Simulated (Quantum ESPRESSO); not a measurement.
# SiC (F-43m): phonons against volume, part 4 of 9

Aim: how the vibrations of SiC shift with volume, and the expansion that follows.

Quantum ESPRESSO 7.5; DFT LDA, scalar-relativistic, plane waves, GBRV ultrasoft pseudopotentials.

So far. Step 3 (Relaxation): After the last step pw.x solved the final cell once more on a basis chosen for it, which moves the energy without moving the atoms. Step 4 (Ground state at this cell): On a basis chosen for the relaxed cell the pressure is 0.019 GPa, small enough for phonons.

## (5) Zone-centre response

In a polar crystal the Born charges and ε∞ give the long-range dipole term that a finite supercell misses. They are those of this k-mesh and were not tested on a denser one; where the gap is small they converge slowly, and the LO modes with them.

Contents of ph.in:

```
phonons
&inputph
   prefix = 'x'
   outdir = './tmp'
   fildyn = 'x.dyn'
   tr2_ph = 1.0d-18
   epsil = .true.
/
0.000000000 0.000000000 0.000000000
```

Contents of scf.in:

```
&control
   calculation = 'scf'
   prefix = 'x'
   outdir = './tmp'
   pseudo_dir = './pseudo'
   tprnfor = .true.
   tstress = .true.
/
&system
   ibrav = 0
   nat = 2
   ntyp = 2
   ecutwfc = 34.0
   ecutrho = 204.0
   occupations = 'fixed'
   nbnd = 6
/
&electrons
   conv_thr = 1.0d-12
   mixing_beta = 0.7
   electron_maxstep = 100
/
ATOMIC_SPECIES
 Si     28.0850  Si.upf
 C      12.0110  C.upf
CELL_PARAMETERS angstrom
     0.000000000    2.164226942    2.164226942
     2.164226942    0.000000000    2.164226942
     2.164226942    2.164226942    0.000000000
ATOMIC_POSITIONS crystal
 Si     0.000000000   0.000000000   0.000000000
 C      0.250000000   0.250000000   0.250000000
K_POINTS automatic
 12 12 12 0 0 0
```

Started as:

```bash
$ OMP_NUM_THREADS=1 mpirun -n 8 ph.x -nk 8 -in ph.in > ph.out
```

Output:

```text
[banner, memory and clock lines left out]
Program PHONON v.7.5

     ./tmp/x.save/

     IMPORTANT: XC functional enforced from input :
     Exchange-correlation= PZ
                           (   1   1   0   0   0   0   0)
     Any further DFT definition will be discarded
     Please, verify this is what you really want

     G-vector sticks info

     Reading collected, re-writing distributed wavefunctions in ./tmp/

     Number and degeneracy of irreps per q-point
       N         xq(1)         xq(2)         xq(3)   N irreps
       1   0.000000000   0.000000000   0.000000000       2
        3   3

     Calculation of q =    0.0000000   0.0000000   0.0000000

     phonons

     bravais-lattice index     =            0
     lattice parameter (alat)  =       5.7838  a.u.
     unit-cell volume          =     136.8154 (a.u.)^3
     number of atoms/cell      =            2
     number of atomic types    =            2
     kinetic-energy cut-off    =      34.0000  Ry
     charge density cut-off    =     204.0000  Ry
     convergence threshold     =      1.0E-18
     beta                      =       0.7000
     number of iterations used =            4
     Exchange-correlation= PZ
                           (   1   1   0   0   0   0   0)

     celldm(1)=    5.78385  celldm(2)=    0.00000  celldm(3)=    0.00000
     celldm(4)=    0.00000  celldm(5)=    0.00000  celldm(6)=    0.00000

     crystal axes: (cart. coord. in units of alat)
               a(1) = (  0.0000  0.7071  0.7071 )
               a(2) = (  0.7071  0.0000  0.7071 )
               a(3) = (  0.7071  0.7071  0.0000 )

     reciprocal axes: (cart. coord. in units 2 pi/alat)
               b(1) = ( -0.7071  0.7071  0.7071 )
               b(2) = (  0.7071 -0.7071  0.7071 )
               b(3) = (  0.7071  0.7071 -0.7071 )

     Atoms inside the unit cell:

     Cartesian axes

     site n.  atom      mass           positions (alat units)
        1  Si     28.0850   tau(    1) = (    0.00000    0.00000    0.00000  )
        2  C      12.0110   tau(    2) = (    0.35355    0.35355    0.35355  )

     Computing dynamical matrix for
                    q = (   0.0000000   0.0000000   0.0000000 )

     25 Sym.Ops. (with q -> -q+G )

     G cutoff =  172.8637  (   6735 G-vectors)     FFT grid: ( 27, 27, 27)
     G cutoff =  115.2425  (   3695 G-vectors)  smooth grid: ( 24, 24, 24)
     number of k points=    72
                       cart. coord. in units 2pi/alat
        k(    1) = (   0.0000000   0.0000000   0.0000000), wk =   0.0011574
        k(    2) = (   0.0589256   0.0589256  -0.0589256), wk =   0.0092593
        k(    3) = (   0.1178511   0.1178511  -0.1178511), wk =   0.0092593
        k(    4) = (   0.1767767   0.1767767  -0.1767767), wk =   0.0092593
        k(    5) = (   0.2357023   0.2357023  -0.2357023), wk =   0.0092593
        k(    6) = (   0.2946278   0.2946278  -0.2946278), wk =   0.0092593
        k(    7) = (  -0.3535534  -0.3535534   0.3535534), wk =   0.0046296
        k(    8) = (   0.1178511   0.0000000  -0.0000000), wk =   0.0069444
        k(    9) = (   0.1767767   0.0589256  -0.0589256), wk =   0.0277778
        k(   10) = (   0.2357023   0.1178511  -0.1178511), wk =   0.0277778
        k(   11) = (   0.2946278   0.1767767  -0.1767767), wk =   0.0277778
        k(   12) = (   0.3535534   0.2357023  -0.2357023), wk =   0.0277778
        k(   13) = (  -0.2946278  -0.4124790   0.4124790), wk =   0.0277778
        k(   14) = (  -0.2357023  -0.3535534   0.3535534), wk =   0.0277778
        k(   15) = (  -0.1767767  -0.2946278   0.2946278), wk =   0.0277778
        k(   16) = (  -0.1178511  -0.2357023   0.2357023), wk =   0.0277778
[...]
k(   65) = (  -0.2357023  -0.4714045   0.7071068), wk =   0.0277778
        k(   66) = (  -0.1767767  -0.4124790   0.6481812), wk =   0.0555556
        k(   67) = (  -0.1178511  -0.3535534   0.5892557), wk =   0.0277778
        k(   68) = (  -0.1178511  -0.4714045   0.7071068), wk =   0.0277778
        k(   69) = (  -0.0589256  -0.4124790   0.6481812), wk =   0.0555556
        k(   70) = (   0.0000000  -0.3535534   0.5892557), wk =   0.0277778
        k(   71) = (  -0.7071068   0.2357023   0.0000000), wk =   0.0138889
        k(   72) = (  -0.7071068   0.3535534   0.0000000), wk =   0.0069444

     PseudoPot. # 1 for Si read from file:
     ./pseudo/Si.upf
     Pseudo is Ultrasoft + core correction, Zval =  4.0
     Using radial grid of  899 points,  6 beta functions with:
                l(1) =   0
                l(2) =   0
                l(3) =   1
                l(4) =   1
                l(5) =   2
                l(6) =   2
     Q(r) pseudized with  8 coefficients,  rinner =    0.900   0.900   0.900
                                                       0.900   0.900

     PseudoPot. # 2 for C  read from file:
     ./pseudo/C.upf
     Pseudo is Ultrasoft + core correction, Zval =  4.0
     Using radial grid of  721 points,  4 beta functions with:
                l(1) =   0
                l(2) =   0
                l(3) =   1
                l(4) =   1
     Q(r) pseudized with  8 coefficients,  rinner =    1.100   1.100   1.100

     Mode symmetry, T_d (-43m)  point group:

     Electric field:
     Dielectric constant
     Born effective charges as d Force / d E

     Atomic displacements:
     There are    2 irreducible representations

     Representation     1      3 modes -  To be done

     Representation     2      3 modes -  To be done

     Alpha used in Ewald sum =   2.1000

     Electric Fields Calculation

      thresh= 1.000E-02 alpha_mix =  0.700 |ddv_scf|^2 =  1.832E-07

      thresh= 4.280E-05 alpha_mix =  0.700 |ddv_scf|^2 =  1.656E-09

      thresh= 4.070E-06 alpha_mix =  0.700 |ddv_scf|^2 =  8.944E-11

      thresh= 9.457E-07 alpha_mix =  0.700 |ddv_scf|^2 =  5.028E-13

      thresh= 7.091E-08 alpha_mix =  0.700 |ddv_scf|^2 =  6.940E-15

      thresh= 8.331E-09 alpha_mix =  0.700 |ddv_scf|^2 =  1.102E-16

      thresh= 1.050E-09 alpha_mix =  0.700 |ddv_scf|^2 =  9.393E-20

     End of electric fields calculation

          Dielectric constant in cartesian axis

          (       6.926745186      -0.000000000       0.000000000 )
          (      -0.000000000       6.926745186      -0.000000000 )
          (       0.000000000      -0.000000000       6.926745186 )

          Effective charges (d Force / dE) in cartesian axis without acoustic sum rule applied (asr)

           atom    1  Si    Mean Z*:        2.72935
      Ex  (        2.72935       -0.00000       -0.00000 )
      Ey  (       -0.00000        2.72935       -0.00000 )
      Ez  (       -0.00000       -0.00000        2.72935 )
           atom    2  C     Mean Z*:       -2.73478
      Ex  (       -2.73478        0.00000       -0.00000 )
      Ey  (        0.00000       -2.73478       -0.00000 )
      Ez  (       -0.00000        0.00000       -2.73478 )

          Effective charges Sum: Mean:       -0.00543
             -0.00543        0.00000       -0.00000
              0.00000       -0.00543        0.00000
             -0.00000       -0.00000       -0.00543

          Effective charges (d Force / dE) in cartesian axis with asr applied:
           atom    1  Si    Mean Z*:        2.73207
      E*x (        2.73207       -0.00000        0.00000 )
      E*y (       -0.00000        2.73207       -0.00000 )
      E*z (        0.00000       -0.00000        2.73207 )
           atom    2  C     Mean Z*:       -2.73207
      E*x (       -2.73207        0.00000       -0.00000 )
      E*y (        0.00000       -2.73207        0.00000 )
      E*z (       -0.00000        0.00000       -2.73207 )

     Representation #   1 modes #   1   2   3

     Self-consistent Calculation

      thresh= 1.000E-02 alpha_mix =  0.700 |ddv_scf|^2 =  5.415E-07

      thresh= 7.359E-05 alpha_mix =  0.700 |ddv_scf|^2 =  4.230E-09

      thresh= 6.504E-06 alpha_mix =  0.700 |ddv_scf|^2 =  9.092E-12

      thresh= 3.015E-07 alpha_mix =  0.700 |ddv_scf|^2 =  1.752E-13

      thresh= 4.186E-08 alpha_mix =  0.700 |ddv_scf|^2 =  1.352E-15

      thresh= 3.677E-09 alpha_mix =  0.700 |ddv_scf|^2 =  3.293E-18

      thresh= 1.815E-10 alpha_mix =  0.700 |ddv_scf|^2 =  1.194E-19

     End of self-consistent calculation

     Convergence has been achieved

     Representation #   2 modes #   4   5   6

     Self-consistent Calculation

      thresh= 1.000E-02 alpha_mix =  0.700 |ddv_scf|^2 =  2.540E-08

      thresh= 1.594E-05 alpha_mix =  0.700 |ddv_scf|^2 =  1.785E-09

      thresh= 4.225E-06 alpha_mix =  0.700 |ddv_scf|^2 =  2.203E-11

      thresh= 4.694E-07 alpha_mix =  0.700 |ddv_scf|^2 =  1.612E-13

      thresh= 4.015E-08 alpha_mix =  0.700 |ddv_scf|^2 =  4.279E-15

      thresh= 6.542E-09 alpha_mix =  0.700 |ddv_scf|^2 =  2.310E-17

      thresh= 4.806E-10 alpha_mix =  0.700 |ddv_scf|^2 =  4.992E-19

     End of self-consistent calculation

     Convergence has been achieved

     Number of q in the star =    1
     List of q in the star:
          1   0.000000000   0.000000000   0.000000000

          Dielectric constant in cartesian axis

          (       6.926745186      -0.000000000       0.000000000 )
          (      -0.000000000       6.926745186      -0.000000000 )
          (       0.000000000      -0.000000000       6.926745186 )

          Effective charges (d Force / dE) in cartesian axis without acoustic sum rule applied (asr)

           atom    1  Si    Mean Z*:        2.72935
      Ex  (        2.72935       -0.00000       -0.00000 )
      Ey  (       -0.00000        2.72935       -0.00000 )
      Ez  (       -0.00000       -0.00000        2.72935 )
           atom    2  C     Mean Z*:       -2.73478
      Ex  (       -2.73478        0.00000       -0.00000 )
      Ey  (        0.00000       -2.73478       -0.00000 )
      Ez  (       -0.00000        0.00000       -2.73478 )

          Effective charges Sum: Mean:       -0.00543
             -0.00543        0.00000       -0.00000
              0.00000       -0.00543        0.00000
             -0.00000       -0.00000       -0.00543

          Effective charges (d Force / dE) in cartesian axis with asr applied:
           atom    1  Si    Mean Z*:        2.73207
      E*x (        2.73207       -0.00000        0.00000 )
      E*y (       -0.00000        2.73207       -0.00000 )
      E*z (        0.00000       -0.00000        2.73207 )
           atom    2  C     Mean Z*:       -2.73207
      E*x (       -2.73207        0.00000       -0.00000 )
      E*y (        0.00000       -2.73207        0.00000 )
      E*z (       -0.00000        0.00000       -2.73207 )

     Diagonalizing the dynamical matrix

     q = (    0.000000000   0.000000000   0.000000000 )

 **************************************************************************
     freq (    1) =      -0.212120 [THz] =      -7.075557 [cm-1]
     freq (    2) =      -0.212120 [THz] =      -7.075557 [cm-1]
     freq (    3) =      -0.212120 [THz] =      -7.075557 [cm-1]
     freq (    4) =      23.943047 [THz] =     798.654066 [cm-1]
     freq (    5) =      23.943047 [THz] =     798.654066 [cm-1]
     freq (    6) =      23.943047 [THz] =     798.654066 [cm-1]
 **************************************************************************

     Mode symmetry, T_d (-43m)  point group:

     freq (   1-   3) =         -7.1  [cm-1]   --> T_2  G_15 P_4   I+R
     freq (   4-   6) =        798.7  [cm-1]   --> T_2  G_15 P_4   I+R
```

Run time: 12 s. Hardware: 8 MPI ranks of Arm Neoverse V1, shared host; 95 s of CPU time.

This step gave:

```yaml
gamma_frequencies: -7.08, -7.08, -7.08, 798.6, 798.6, 798.6 cm⁻¹ (negative: imaginary)
gamma_symmetry: T_2 G_15 P_4 I+R, T_2 G_15 P_4 I+R, T_2 G_15 P_4 I+R, T_2 G_15 P_4 I+R, T_2 G_15 P_4 I+R, T_2 G_15 P_4 I+R
```

ε∞:

```
6.93 0.00 0.00
0.00 6.93 0.00
0.00 0.00 6.93
```

Born charge (rows field, columns displacement), before the sum rule (e), principal values of the symmetric part by kind of site:

| atom | atoms with these values | low | middle | high | mean |
| --- | --- | --- | --- | --- | --- |
| Si1 | 1 | 2.73 | 2.73 | 2.73 | 2.73 |
| C2 | 1 | -2.73 | -2.73 | -2.73 | -2.73 |

In full for Si1:

```
2.73 0.00 0.00
0.00 2.73 0.00
0.00 0.00 2.73
```

The Born charges sum to zero within 0.0054 e; the rest is removed before use. Acoustic frequencies in this log differ from zero by the error of the sum rule, which ph.x does not impose.

(Continued in part 5 of 9.)

[Logs are printed without paths, hosts, clocks, repeated set-up lines and the standing remarks that a program may print on its own settings, such as how far it seeks lower states.]

[Hosts, paths, dates, database ids (printed as entryN), source tags and the programs' standing remarks are cut or masked in the printed files.]

[A step with changed settings may run another functional than the one named; its input shows which.]

[Of the runs on displaced cells, only some may be shown.]
